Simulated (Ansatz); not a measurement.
# The perfect InSb wire along [110], 6 atoms a period, H-terminated

What gap, if any, does the InSb wire along [110], 6 atoms a period, H-terminated have, and how does it change with the functional?

Main program and level: Ansatz 0.2.0; DFT PBE, plane waves, PAW; relaxation of a wire's period; PAW set soft_1, in the first sound run; inputs show where later runs differ.

Most raw output is cut from this account.

**1. The starting structure**

The cell holds 14 atoms: 3 Sb, 8 H and 3 In. Cell: a = 13.811 Å, b = 14.395 Å, c = 4.688 Å, α = 90.0°, β = 90.0°, γ = 90.0°. Vacuum lies along a and b. The structure's axis is c.

**2. The relaxed wire**

Band widths follow the bond lengths, so the wire is relaxed first. The atoms and the third cell vector are free; the box across stays fixed as vacuum. A Fermi-Dirac smearing is set since the result may be a metal. The pressure printed is a third of the stress's trace over the whole box, vacuum included; only the stress along the axis is relaxed.

input.yaml

```yaml
crystal:
  lattice:
    - [13.811, 0.0, 0.0]
    - [0.0, 14.395, 0.0]
    - [0.0, 0.0, 4.6881179593]
  atoms:
    - { symbol: Sb, position: [0.440604118, 0.662833058, 0.0] }
    - { symbol: H, position: [0.513760513, 0.762094539, 0.0] }
    - { symbol: In, position: [0.560617151, 0.499994644, 0.0] }
    - { symbol: H, position: [0.246180581, 0.236193123, 0.5] }
    - { symbol: H, position: [0.246180581, 0.438119335, 0.5] }
    - { symbol: H, position: [0.246180581, 0.763796164, 0.5] }
    - { symbol: H, position: [0.246180581, 0.561869952, 0.5] }
    - { symbol: In, position: [0.320591085, 0.337156229, 0.5] }
    - { symbol: In, position: [0.320591085, 0.662833058, 0.5] }
    - { symbol: Sb, position: [0.680630185, 0.499994644, 0.5] }
    - { symbol: H, position: [0.75378658, 0.400733163, 0.5] }
    - { symbol: H, position: [0.75378658, 0.599256124, 0.5] }
    - { symbol: Sb, position: [0.440604118, 0.337156229, 0.0] }
    - { symbol: H, position: [0.513760513, 0.237894748, 0.0] }
kpoints:
  mp_grid: { grid: [1, 1, 18] }
scf:
  occupations: { method: fermi_dirac, width: 0.05 }
hamiltonian:
  xc: pbe
  pseudopotentials: { kind: paw, azcp: { folder: soft_1 } }
relax:
  cell: { fix: [a, b, alpha, beta, gamma] }
  max_steps: 45
  f_tol: 0.03
```

On the command line:

```bash
$ ansatz run input.yaml --threads 4 --pin off --max-ram 16384MiB --backend cpu --events-out ev --progress --plain --runs-dir out
```

The job ended after 3.7 min (4 threads of Arm Neoverse V1, shared host; peak memory 1.6 GiB; 15 min of CPU time).

The steps of the relaxation:

| step | energy less that of the first step (eV) | largest force component (eV/Å) | pressure (GPa) | volume (Å³) |
| --- | --- | --- | --- | --- |
| 1 | 0.0000 | 0.9166 | -0.23 | 932.04 |
| 2 | -0.4085 | 0.3823 | 0.07 | 937.64 |
| 3 | -0.4858 | 0.1545 | 0.12 | 942.38 |
| 4 | -0.5492 | 0.1150 | 0.05 | 948.99 |
| 5 | -0.5814 | 0.0796 | 0.03 | 954.04 |
| 6 | -0.5809 | 0.1360 | -0.01 | 965.00 |
| 7 | -0.6133 | 0.0248 | 0.00 | 959.35 |
| 8 | -0.6177 | 0.0557 | -0.03 | 960.22 |
| 9 | -0.6226 | 0.0598 | 0.01 | 959.15 |
| 10 | -0.6220 | 0.1446 | -0.07 | 961.32 |
| 11 | -0.6248 | 0.0142 | 0.00 | 960.27 |
| 12 | -0.6246 | 0.0523 | -0.03 | 960.03 |
| 13 | -0.6251 | 0.0121 | -0.01 | 959.82 |
| 14 | -0.6234 | 0.0462 | 0.00 | 959.52 |
| 15 | -0.6254 | 0.0064 | 0.00 | 959.64 |
| 16* | -0.6286 | 0.0065 | 0.00 | 959.64 |

Relaxation steps marked * repeat the geometry before them on a plane-wave basis chosen anew for their cell, so energy and pressure can jump there. Relaxation steps 10, 12, 14 were tried and not accepted.

Forces are held to the 4 operations that the run works with; a distortion that breaks them can't arise in this run.

| cell as run | before | after | change |
| --- | --- | --- | --- |
| c (Å) | 4.688 | 4.827 | +3.0 % |

The atoms that moved most (Å, along periodic axes as changes of fractional coordinates times the final cell, across vacuum about the mean position):

| atom | dx | dy | dz | length |
| --- | --- | --- | --- | --- |
| H6 | 0.917 | 1.000 | 0.000 | 1.357 |
| H4 | 0.917 | -1.000 | 0.000 | 1.357 |
| H7 | -0.250 | 1.007 | 0.000 | 1.038 |
| H5 | -0.250 | -1.007 | 0.000 | 1.038 |
| In9 | 0.002 | 0.723 | 0.000 | 0.723 |
| In8 | 0.002 | -0.723 | 0.000 | 0.723 |
| Sb10 | -0.447 | 0.000 | 0.000 | 0.447 |
| In3 | -0.412 | 0.000 | 0.000 | 0.412 |

This step gave:

| Quantity | Value |
| --- | --- |
| cell length along the wire | 4.827 Å |

The cell's length comes to 4.827 Å with spin left out.

**3. Bands of the perfect wire**

This step: DFT PBE, plane waves, PAW; bands of a perfect wire; PAW set soft_1 (Ansatz 0.2.0).

At the relaxed period the bands are computed along the axis; those that cross an energy going forward count the channels that a perfect wire would open there.

input.yaml

```yaml
crystal:
  lattice:
    - [13.811, 0.0, 0.0]
    - [0.0, 14.395, 0.0]
    - [0.0, 0.0, 4.8269355918]
  atoms:
    - { symbol: Sb, position: [0.430293815, 0.67019862, 0.0] }
    - { symbol: H, position: [0.529469783, 0.741910981, 0.0] }
    - { symbol: In, position: [0.530782721, 0.5, 0.0] }
    - { symbol: H, position: [0.312584837, 0.166734221, 0.5] }
    - { symbol: H, position: [0.228055332, 0.368179687, 0.5] }
    - { symbol: H, position: [0.312584837, 0.833265779, 0.5] }
    - { symbol: H, position: [0.228055332, 0.631820313, 0.5] }
    - { symbol: In, position: [0.320757913, 0.286921218, 0.5] }
    - { symbol: In, position: [0.320757913, 0.713078782, 0.5] }
    - { symbol: Sb, position: [0.648300174, 0.5, 0.5] }
    - { symbol: H, position: [0.731023998, 0.411508624, 0.5] }
    - { symbol: H, position: [0.731023998, 0.588491376, 0.5] }
    - { symbol: Sb, position: [0.430293815, 0.32980138, 0.0] }
    - { symbol: H, position: [0.529469783, 0.258089019, 0.0] }
kpoints:
  mp_grid: { grid: [1, 1, 17] }
  band_path: { path: ["Γ", Z], npoints: 90 }
scf:
  occupations: { method: fermi_dirac, width: 0.05 }
hamiltonian:
  xc: pbe
  pseudopotentials: { kind: paw, azcp: { folder: soft_1 } }
output:
  dos: { e_range: [-5, 4] }
  write_potential: true
  write_density: true
  volumetric_format: npy
```

Elapsed: 1.8 min, on 4 threads; peak memory 3.1 GiB; 7 min of CPU time.

Numbers from this step:

```
band gap : 1.753 eV
```

Electronic bands along the path, in eV, zero at the Fermi level:

| point | band 43 | band 44 | band 45 | band 46 | band 47 | band 48 | band 49 | band 50 |
| --- | --- | --- | --- | --- | --- | --- | --- | --- |
| Γ | -1.95 | -1.50 | -1.00 | -0.89 | 0.87 | 1.64 | 1.67 | 2.58 |
| halfway | -2.03 | -1.96 | -1.42 | -1.41 | 1.75 | 2.26 | 2.33 | 2.86 |
| Z | -2.10 | -2.07 | -1.82 | -1.81 | 1.68 | 2.12 | 2.47 | 2.78 |

The gap is 1.75 eV, with spin left out.

The path shows a direct gap of 1.75 eV (valence top at Γ, conduction bottom at Γ).

**4. Another level of theory, cutoff 500 eV, k-mesh 1×1×13**

This step: DFT r2SCAN, plane waves, PAW; bands of a perfect wire at the PBE geometry; PAW set soft_1 (Ansatz 0.2.0).

The atoms stay at the PBE geometry and the functional changes. r2SCAN also reads the kinetic-energy density; it often gives larger moments and wider gaps than PBE, at a higher cost. Against the first PBE run of this kind, the cutoff is 500 eV against 420 and the mesh along the wire has 13 points against 17.

input.yaml: that of step 3 with these lines changed.

```diff
@@ -21,3 +21,3 @@
 kpoints:
-  mp_grid: { grid: [1, 1, 17] }
+  mp_grid: { grid: [1, 1, 13] }
   band_path: { path: ["Γ", Z], npoints: 90 }
@@ -26,8 +26,3 @@
 hamiltonian:
-  xc: pbe
+  xc: r2scan
   pseudopotentials: { kind: paw, azcp: { folder: soft_1 } }
-output:
-  dos: { e_range: [-5, 4] }
-  write_potential: true
-  write_density: true
-  volumetric_format: npy
```

Elapsed: 3.2 min, on 4 threads; peak memory 5 GiB.

Numbers from this step:

| Property | Result |
| --- | --- |
| band gap | 2.030 eV |

The electronic bands at the labelled points (eV, zero at the Fermi level):

```csv
point,band 43,band 44,band 45,band 46,band 47,band 48,band 49,band 50
Γ,-2.14,-1.65,-1.13,-1.02,1.01,1.85,1.89,2.80
halfway,-2.20,-2.14,-1.58,-1.57,1.98,2.42,2.56,3.13
Z,-2.28,-2.24,-2.00,-1.99,1.91,2.34,2.62,3.05
```

The gap is 2.03 eV, against 1.75 eV under PBE at the relaxed period.

**5. Another level of theory, level HSE06, cutoff 420 eV**

This step: DFT HSE06, plane waves, PAW; levels of a perfect wire at the PBE geometry; PAW set soft_1 (Ansatz 0.2.0).

The atoms stay at the PBE geometry and the functional changes. HSE06 mixes in a quarter of short-range exact exchange, which removes part of the self-interaction that closes gaps; it is dear, so the mesh is thinner and no path is run. Against the first PBE run of this kind, the mesh along the wire has 7 points against 17.

input.yaml: that of step 4 with these lines changed.

```diff
@@ -21,4 +21,3 @@
 kpoints:
-  mp_grid: { grid: [1, 1, 13] }
-  band_path: { path: ["Γ", Z], npoints: 90 }
+  mp_grid: { grid: [1, 1, 7] }
 scf:
@@ -26,3 +25,3 @@
 hamiltonian:
-  xc: r2scan
+  xc: hse06
   pseudopotentials: { kind: paw, azcp: { folder: soft_1 } }
```

The job ended after 2.4 min (4 threads; peak memory 2.4 GiB).

This step gave:

* band gap: 2.385 eV

The gap is 2.38 eV, against 1.75 eV under PBE at the relaxed period.

**6. With spin-orbit coupling, k-mesh 1×1×11**

This step: DFT PBE, plane waves, fully relativistic PAW; bands of a perfect wire with spin-orbit coupling; PAW set soft_1 (Ansatz 0.2.0).

Spin-orbit coupling mixes the spins and splits bands that cross or touch without it, so it can open or close channels. Fully relativistic datasets take the place of the scalar ones. Against the first PBE run of this kind, the mesh along the wire has 11 points against 17.

input.yaml: that of step 5 with these lines changed.

```diff
@@ -21,3 +21,4 @@
 kpoints:
-  mp_grid: { grid: [1, 1, 7] }
+  mp_grid: { grid: [1, 1, 11] }
+  band_path: { path: ["Γ", Z], npoints: 90 }
 scf:
@@ -25,3 +26,6 @@
 hamiltonian:
-  xc: hse06
-  pseudopotentials: { kind: paw, azcp: { folder: soft_1 } }
+  xc: pbe
+  pseudopotentials: { kind: paw_fr, azcp: { folder: soft_1 } }
+magnetization:
+  noncollinear: true
+  spin_orbit: true
```

It took 16 min on 4 threads; peak memory 11 GiB.

This step gave:

```
band gap : 1.724 eV
```

The gap is 1.72 eV, against 1.75 eV under PBE at the relaxed period, with no moment.

**7. Cost and result by level**

Times are for 4 threads of Arm Neoverse V1, shared host. The series side by side:

| no. | run | band gap (eV) | time | memory (GiB) |
| --- | --- | --- | --- | --- |
| 1 | lead | 1.753 | 1.8 min | 3.1 |
| 2 | levels | 2.030 | 3.2 min | 5.0 |
| 3 | levels | 2.385 | 2.4 min | 2.4 |
| 4 | SOC | 1.724 | 16 min | 11 |

**8. What came out**

```
cell length, PBE              : 4.827 Å
gap, PBE                      : 1.75 eV
gap, r2SCAN                   : 2.03 eV
gap, HSE06                    : 2.38 eV
gap, with spin-orbit coupling : 1.72 eV
```

**Reading.** Under PBE the cell's length is 4.83 Å, and a gap of 1.75 eV makes it a semiconductor. At the relaxed period the wire is gapped under every functional, from 1.75 eV (PBE) to 2.38 eV (HSE06). Weak screening in one dimension makes quasiparticle gaps larger than the semilocal gaps, as a rule. Plain hydrogen on a compound's surface is a simple closure: it may leave surface states, and facets that end in unlike atoms put a field across the wire, both of which shrink the gap. A hybrid's gap is read on a coarse mesh, without a band path.

[Logs are printed without paths, hosts, clocks, repeated set-up lines and the standing remarks that a program may print on its own settings, such as how far it seeks lower states.]

[Hosts, paths, dates, database ids (printed as entryN), source tags and the programs' standing remarks are cut or masked in the printed files.]
